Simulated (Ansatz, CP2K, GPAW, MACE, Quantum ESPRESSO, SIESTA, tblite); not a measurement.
# Amorphous Si (76 atoms) in tblite

How near does tblite come to plane waves for amorphous Si (76 atoms)?

Main program and level: tblite 0.8.0; the method is named at each step.

## Step 1: Set-up

The cell holds 76 atoms: 76 Si. Its edges and angles: a = 11.521 Å, b = 11.521 Å, c = 11.521 Å, α = 90.0°, β = 90.0°, γ = 90.0°. 76 atoms (76 Si) placed at random at 2.32 g/cm³, melted at 3500 K for 10 ps at fixed volume with the Tersoff potential (Tersoff, Phys. Rev. B 39, 5566 (1989)). Quenched from 3100 K to 500 K at 10 K/ps and fixed volume, annealed at 900 K for 50 ps, held 5 ps. Then every atom was moved at random, 0.05 Å r.m.s. a Cartesian component.

The yardstick, on the same geometry:

* method: Kohn-Sham DFT, PBE, SSSP efficiency 1.3.0 pseudopotentials, plane waves (Quantum ESPRESSO 7.5); sssp-pbe-1.3.0-efficiency, cutoffs 45/360 Ry, Γ point
* r.m.s. force component: 0.9397 eV/Å
* longest force: 4.074 eV/Å
* pressure: 0.2937 GPa
* time: 1.8 min on 4 MPI ranks of Arm Neoverse V2, shared host
* CPU time: 7.2 min

## Step 2: IPEA1-xTB

Method: IPEA1-xTB tight binding, diagonalisation.

run.py reads:

```python
import numpy as np
from ase.io import read
from tblite.ase import TBLite

atoms = read("structure.xyz")
atoms.calc = TBLite(method="IPEA1-xTB", electronic_temperature=580, accuracy=1.0, max_iterations=250, mixer_damping=0.1, verbosity=1)
energy = atoms.get_potential_energy()
forces = atoms.get_forces()
print(f"energy {energy:.6f} eV")
print("forces (eV/A)")
for i, (a, f) in enumerate(zip(atoms, forces)):
    print(f"{i:4d} {a.symbol:2s} {f[0]:10.5f} {f[1]:10.5f} {f[2]:10.5f}")
stress = -atoms.get_stress(voigt=False) * 160.21766
print("stress (GPa, compression positive)")
for row in stress:
    print(" ".join(f"{x:10.4f}" for x in row))
print("charges (e)")
print(np.array2string(atoms.get_charges(), precision=4, suppress_small=True, max_line_width=110, threshold=100000))
```

structure.xyz reads:

```xyz
76
Lattice="11.52060 0.00000 0.00000 0.00000 11.52060 0.00000 0.00000 0.00000 11.52060" Properties=species:S:1:pos:R:3 pbc="T T T"
Si 11.02533 3.27968 0.70575
Si 7.44772 4.14442 1.22280
Si 0.78709 0.76842 2.48914
Si 3.35872 3.37842 0.84308
Si 10.29884 3.67599 6.57918
Si 8.02179 0.56866 0.51670
Si 7.95083 3.44155 6.61329
Si 5.72194 9.05439 8.61545
Si 2.39075 6.78794 3.42070
Si 2.48211 9.28053 6.75130
Si 9.97880 7.16835 5.34083
Si 9.45115 7.20026 9.27961
Si 2.92854 2.37290 10.21255
Si 1.42383 5.07552 8.41568
Si 11.45770 0.61163 8.27179
Si 3.31194 3.63440 7.95152
Si 3.42554 10.59515 0.42891
Si 0.33306 1.96035 10.37200
Si 8.85416 6.34267 1.29918
Si 11.17003 5.75281 0.52684
Si 3.20998 10.02500 4.52921
Si 6.05822 11.17245 1.74733
Si 3.62484 4.14730 5.33991
Si 7.68505 2.61149 8.94206
Si 11.11588 8.92708 8.83273
Si 2.48499 6.71697 9.98456
Si 7.45417 4.46032 10.47096
Si 3.85963 7.58217 8.16407
Si 5.06964 8.18700 4.39707
Si 6.26617 8.07721 10.69204
Si 4.55905 1.56484 2.01576
Si 5.18911 2.87070 3.94154
Si 3.87138 5.71399 0.03157
Si 0.74193 7.76212 10.95528
Si 3.67680 0.84630 4.94672
Si 11.35977 11.39791 0.40046
Si 8.85473 2.44363 1.52636
Si 1.36266 3.26494 4.71239
Si 1.35125 3.07174 2.21553
Si 6.63218 6.51236 4.58681
Si 5.66468 11.36634 8.61338
Si 8.47029 7.08160 7.06835
Si 6.36905 9.79090 5.41180
Si 9.20865 9.37938 2.91679
Si 0.63006 5.48703 2.64559
Si 3.66885 0.20553 9.87603
Si 5.80108 5.83173 10.22419
Si 7.65705 0.54181 9.65242
Si 1.27798 9.38307 0.77741
Si 7.44507 10.96266 3.58821
Si 9.47097 10.10737 0.72925
Si 8.81729 1.25978 3.62438
Si 8.61614 8.19276 11.38973
Si 5.71295 4.90040 2.88960
Si 5.16054 9.07339 0.95794
Si 0.18237 8.56522 6.65153
[... 16 atom lines left out ...]
Si 0.18594 1.61162 6.03841
Si 2.37900 1.53662 6.72527
Si 7.79541 9.32742 7.20809
Si 8.60796 7.17215 3.60825
```

Launch:

```
OMP_NUM_THREADS=1 python run.py > output.txt
```

What it wrote:

```text
------------------------------------------------------------
  cycle        total energy    energy error   density error
------------------------------------------------------------
      1     -142.8475443145  -1.4345628E+02   5.4779233E-01
      2     -142.9139112358  -6.6366921E-02   4.9407308E-01
      3     -142.7973878979   1.1652334E-01   1.1613459E-01
      4     -142.9182971261  -1.2090923E-01   4.4058466E-02
      5     -142.9884396813  -7.0142555E-02   2.6780705E-02
      6     -142.9958838889  -7.4442076E-03   6.0468943E-03
      7     -142.9972271491  -1.3432603E-03   1.8657287E-03
      8     -142.9972838114  -5.6662276E-05   1.1673570E-03
      9     -142.9972898801  -6.0687458E-06   8.0053572E-04
     10     -142.9972896355   2.4462267E-07   3.9888464E-04
     11     -142.9972910074  -1.3718434E-06   1.1582473E-04
     12     -142.9972912620  -2.5461577E-07   5.0876211E-05
     13     -142.9972913101  -4.8093625E-08   2.7077978E-05
     14     -142.9972913118  -1.7469404E-09   1.9219049E-05
------------------------------------------------------------
 total:                                   3.545 sec
energy -3891.154494 eV
forces (eV/A)
   0 Si   -0.40798    0.02574   -0.00625
   1 Si   -0.90620    2.56053    1.20135
   2 Si   -0.53288    0.38930   -1.74354
   3 Si    0.15051   -0.15842   -0.59533
   4 Si    0.54264   -1.04552    0.20015
   5 Si   -1.04887   -1.89025   -0.90488
   6 Si    2.21679    2.10757    4.66884
   7 Si    0.68520   -0.55740   -0.12643
   8 Si   -0.16968   -0.08535    0.38939
   9 Si    0.37776    0.09865    0.93977
  10 Si    2.45741   -0.30098    0.94165
  11 Si    0.18589    0.56471   -0.17437
  12 Si   -0.82960    0.88009   -0.07687
  13 Si    0.66181   -0.02512    0.81149
  14 Si    0.15329   -0.06920    0.16571
  15 Si   -0.35624   -0.73773   -0.53714
  16 Si   -0.64297   -1.20627   -0.38030
  17 Si    0.44252   -1.15874   -0.31510
  18 Si    0.34418   -0.98042    1.08078
  19 Si   -1.01347    0.37866    0.25595
  20 Si    0.23568   -0.70436   -0.15323
  21 Si    0.29801    0.54160   -0.97950
  22 Si   -0.43052   -0.01760    0.55006
  23 Si    0.09917    2.77675   -0.98736
[...]
68 Si   -0.46109    0.50542    0.04639
  69 Si    1.12506   -0.39270   -1.98809
  70 Si   -1.96800    1.49890    1.05392
  71 Si   -0.23342   -0.23800   -0.21018
  72 Si   -1.85529    0.89682    0.21667
  73 Si    1.12014    0.81899    1.04020
  74 Si   -0.13600    0.01342    0.59638
  75 Si   -0.80148    0.24280   -3.22600
stress (GPa, compression positive)
    2.6300    -1.1614     1.1242
   -1.1614     2.1109     1.7375
    1.1242     1.7375     1.8862
charges (e)
[ 0.0716 -0.0286 -0.011   0.007   0.0224 -0.023  -0.0575 -0.0333 -0.0159  0.0501  0.0713 -0.0294 -0.0112
 -0.003   0.0678 -0.015  -0.0066  0.0259  0.0159  0.0094  0.0405 -0.      0.0619  0.0181  0.0019 -0.0363
 -0.0293  0.066   0.043  -0.0381  0.0324 -0.0073 -0.0086 -0.0238  0.0354 -0.0319 -0.0104  0.1206 -0.0103
  0.01   -0.0174 -0.0205 -0.0436 -0.0102  0.0491 -0.0532 -0.0304 -0.0452 -0.0452 -0.0159 -0.0313 -0.0171
 -0.0361 -0.0138 -0.0435  0.0122  0.0574  0.0152  0.0497  0.0054  0.0129  0.0344 -0.047  -0.0194 -0.0318
 -0.0341 -0.0609 -0.0105  0.0355  0.0047  0.0196  0.0489 -0.0302  0.0378  0.0157 -0.0819]
```

Elapsed: 4 s, on 1 thread of Arm Neoverse V2, shared host; peak memory 0.15 GiB.

Banners, paths, timers and routine set-up lines are dropped from the logs unmarked, and long logs keep their key lines alone; longer cuts are marked.

Against the reference:

```
r.m.s. force component                  : 1.133 eV/Å
r.m.s. difference of force components   : 296.2 meV/Å
longest difference of force vectors     : 1769 meV/Å
force difference over r.m.s. force      : 31.52 %
slope of forces against the reference's : 1.177
correlation of force components         : 0.9763
pressure                                : 2.209 GPa
pressure difference                     : 1.915 GPa
```

Local excerpt of 10 atoms (numbers count through the whole input) about Si38, whose charge lies farthest from its element's mean; x, y, z are measured from there.

```
atom      x      y      z  distance (Å)  bonds  Mulliken charge (e)     Fx     Fy  Fz (eV/Å)
Si38   0.00   0.00   0.00          0.00      5                 0.12   1.09   0.44      -0.63
Si73  -1.18  -1.65   1.33          2.42      5                -0.03  -1.86   0.90       0.22
Si67  -1.53   1.88   0.28          2.44      5                -0.06   0.05   0.16      -0.27
Si39  -0.01  -0.19  -2.50          2.50      5                -0.01  -0.07   0.99       0.48
Si23   2.26   0.88   0.63          2.51      4                 0.06  -0.43  -0.02       0.55
Si74   1.02  -1.73   2.01          2.84      5                 0.04   1.12   0.82       1.04
Si45  -0.73   2.22  -2.07          3.12      4                 0.05   0.36  -1.01       0.59
 Si5  -2.58   0.41   1.87          3.21      4                 0.02   0.54  -1.05       0.20
Si35   2.31  -2.42   0.23          3.36      5                 0.04   1.14  -0.07       0.23
 Si3  -0.58  -2.50  -2.22          3.39      4                -0.01  -0.53   0.39      -1.74
```

Atoms are counted from 1 here, from 0 in the log.

Forces lie 32 % from the reference's, at 0.0093 times its CPU time (on 1 against 4 cores).

Further runs of this program without a result: tblite GFN2-xTB (not converged).

## Step 3: Outcome

```yaml
force_difference_from_the_reference: tblite IPEA1-xTB, 32 %
its_cpu_time: 4 s
```

**Reading.** Tight binding differs by 32 % (tblite IPEA1-xTB); it is another model, with fitted parameters of its own, and the xTB methods hold dispersion. IPEA1-xTB was fitted to ionisation energies and electron affinities, not to forces or charges. One electronic-structure run takes under half the reference's CPU time: tblite IPEA1-xTB, at 32 % in 4 s against 7.2 min; its pressure misses by +1.9 GPa. Periodic xTB results under one method name differ between programs and library versions. The reference's pressure holds the uncorrected Pulay stress of its 45 Ry basis, so small pressure differences, and their order, may be the reference's own error. The quench rate of 10 K/ps is many orders above laboratory rates, so the cell is likely richer in defects and strain than a real sample. The network of bonds at the start is that of the classical potential that made the cell, and needn't be the one that DFT or experiment would give. The electronic-structure runs sample only Γ, in a cell whose shortest periodic width is 12 Å, which is coarse for a cell with partly filled levels.

[Also dropped from logs without a mark: logging warnings of Python, and SIESTA's first energy breakdown and zero terms.]

[Logs are printed without paths, hosts, clocks, repeated set-up lines and the standing remarks that a program may print on its own settings, such as how far it seeks lower states.]

[Hosts, paths, dates, database ids (printed as entryN), source tags and the programs' standing remarks are cut or masked in the printed files.]
